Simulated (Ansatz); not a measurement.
# SiTe2 monolayer (1T) under biaxial strain in the plane of the sheet, part 3 of 3

Wanted: the shifts of the zone-centre modes of SiTe2 monolayer (1T) with strain.

Ansatz 0.2.0; DFT PBEsol, scalar-relativistic, plane waves, PAW; PAW set soft_1.

So far, highest optical mode at the zone centre (no LO-TO term) (cm⁻¹): step 4 (modes at rest) 304; step 6 (strain 5 %) 305.

## (8) Zone-centre modes of the member: biaxial strain of -3 % in the plane of the sheet

The zone-centre modes follow for biaxial strain of -3 % in the plane of the sheet.

File input.yaml:

```yaml
crystal:
  lattice:
    - [3.6274177137, 0.0, 0.0]
    - [-1.8137088568, 3.1414358902, 0.0]
    - [0.0, 0.0, 30.424]
  atoms:
    - { symbol: Si, position: [0.0, 0.0, 0.328687878] }
    - { symbol: Te, position: [0.3333333333, 0.6666666667, 0.382757262] }
    - { symbol: Te, position: [0.6666666667, 0.3333333333, 0.274618494] }
  periodic: [true, true, false]
kpoints:
  mp_grid: { grid: [15, 15, 1] }
hamiltonian:
  xc: pbesol
  pseudopotentials: { kind: paw, azcp: { folder: soft_1 }, xc_functional: pbe }
scf:
  occupations: { method: methfessel_paxton, width: 0.2 }
output:
  eigenvalues: true
phonons:
  method: dfpt
```

Run with:

```bash
> ansatz run input.yaml --threads 8 --pin off --max-ram 16384MiB --backend cpu --events-out ev --progress --plain --runs-dir out
```

Numbers of over 12 decimals in the logs are rounded to 6 here.

Log:

```text
[...]
Crystal: 3 atoms, lattice volume = 346.691 Å³
Basis set: ecut = 420 eV, 6653 PW (Γ), exchange–correlation on 50×50×432 points (8 copies of the dense FFT grid, shifted against one another)
Bands: 22, of which v1, the nominal top of the filled ones, is band 18 counted from 1 (17 counted from 0)
Symmetry: 12 space group operations
[...]
k-point 63: bands = [... 14 lower, -8.8114, -7.9509, -7.0233, -5.7523, -3.4908, -1.7768, -0.0796, 0.4732]
  ° read free of the cell's end (the report's vacuum.weakly_bound_levels)
[...]
ASR residual: 3.446e-5 → 0.000e0 eV/Å²; symmetrization residual: 9.009e-6 eV/Å²
[...]
ASR residual per site (eV/Å²): 2.21e-5 3.45e-5 3.29e-5
  Γ frequencies (cm⁻¹): 0.00 0.00 0.00 86.41 86.41 149.56 216.36 216.36 301.73
[...]
[key lines of the parts left out:]
SCF converged after 10 iterations
Free energy (F): -14424.494550 eV
Fermi energy:    -4.526343 eV
```

Run time: 43 s. Hardware: 8 threads of Arm Neoverse V2, shared host; peak memory 2 GiB.

This step gave:

| Item | Value |
| --- | --- |
| sum-rule residual before enforcement | 3.45e-5 eV/Å² |
| highest optical mode at the zone centre (no LO-TO term) | 301.7 cm⁻¹ |
| lowest optical zone-centre mode | 86.41 cm⁻¹ |

Patterns of degenerate modes are one choice out of their space. The modes at Γ (shares of kinetic energy by element, %):

```
mode  frequency (cm⁻¹)  symmetry  Si %  Te %
   1               0.0  acoustic    10    90
   2               0.0  acoustic    10    90
   3               0.0  acoustic    10    90
   4              86.4        Eg     0   100
   5              86.4        Eg     0   100
   6             149.6       A1g     0   100
   7             216.4        Eu    90    10
   8             216.4        Eu    90    10
   9             301.7       A2u    90    10
```

The lowest optical mode is real, 86.4 cm⁻¹, and the highest lies at 301.7 cm⁻¹.

## (9) The series together

The members are set side by side, also those not shown above.

Energies are extrapolated to zero smearing, and E0 is that at rest; the cell is clamped and the atoms are relaxed; all runs use 15×15×1 k points and Methfessel-Paxton smearing of 0.2 eV. State of the crystal along the series:

```
strain (%)  E - E0 (meV/atom)
        -3              24.16
        -2              10.52
        -1              2.576
         0                  0
         1              2.395
         2              9.369
         3              20.53
         4               35.5
         5              53.91
```

Optical modes are counted from below at rest and tracked from member to member by their patterns, and modes that stay within 0.3 cm⁻¹ of each other stand once; labels, where given, are those at rest; the cell is clamped and the atoms are relaxed; all runs use 15×15×1 k points and Methfessel-Paxton smearing of 0.2 eV. Optical modes along the series:

```
strain (%)  optical mode 1 Eg (cm⁻¹)  optical mode 2 A1g (cm⁻¹)  optical mode 3 Eu (cm⁻¹)  optical mode 4 A2u (cm⁻¹)
        -3                     86.41                      149.6                     216.4                      301.7
        -2                     84.95                      149.1                     212.6                      301.9
        -1                     83.75                      148.6                     209.3                        303
         0                     82.48                      147.5                       206                      304.2
         1                     81.03                      146.1                     202.5                      305.3
         2                     79.34                      144.3                     198.7                      305.9
         3                     77.31                      142.2                     194.4                      306.1
         4                      74.8                        140                     189.6                      305.9
         5                     71.61                        138                     183.9                      305.1
```

Value and slope at zero strain of a cubic (a lower polynomial where under five rows exist) through the rows within 2 % of rest. Slopes at rest:

```
              mode  frequency (cm⁻¹)  shift per percent of strain (cm⁻¹)
 optical mode 1 Eg              82.5                               -1.35
optical mode 2 A1g             147.5                               -1.26
 optical mode 3 Eu               206                               -3.38
optical mode 4 A2u             304.2                                1.16
```

## (10) Results

```yaml
members: 9
highest_optical_mode_at_the_zone_centre_no_lo_to_term_at_rest: 304.2 cm⁻¹
optical_mode_1_eg_shift_per_percent: -1.35 cm⁻¹
optical_mode_2_a1g_shift_per_percent: -1.26 cm⁻¹
optical_mode_3_eu_shift_per_percent: -3.38 cm⁻¹
optical_mode_4_a2u_shift_per_percent: 1.16 cm⁻¹
```

In words: Within 2 % of rest optical mode 2 A1g and optical mode 4 A2u bend away from a straight line, so a single slope holds only near rest. The fastest shift in the table of slopes is -3.4 cm⁻¹ for each percent (optical mode 3 Eu). These are harmonic frequencies at zero temperature: anharmonic shifts, linewidths and thermal expansion are left out. Spin-orbit coupling is left out, which can matter for the heavy elements here. With no gap, or one that is small against the smearing, the frequencies hang on the k mesh and the smearing, most of all near Kohn anomalies. A semilocal functional can close a gap that the real compound would have, so the metallic treatment may be an artefact of the level. The starting cell was built on a prototype and not taken from a measurement. The PAW files were made for PBE; the program adapts parts of them to the functional of the run, but their partial waves stay those of PBE, an approximation that was not tested in this session. Only the zone centre was solved, so an instability at another wavevector cannot show here.

[Logs are printed without paths, hosts, clocks, repeated set-up lines and the standing remarks that a program may print on its own settings, such as how far it seeks lower states.]

[Hosts, paths, dates, database ids (printed as entryN), source tags and the programs' standing remarks are cut or masked in the printed files.]
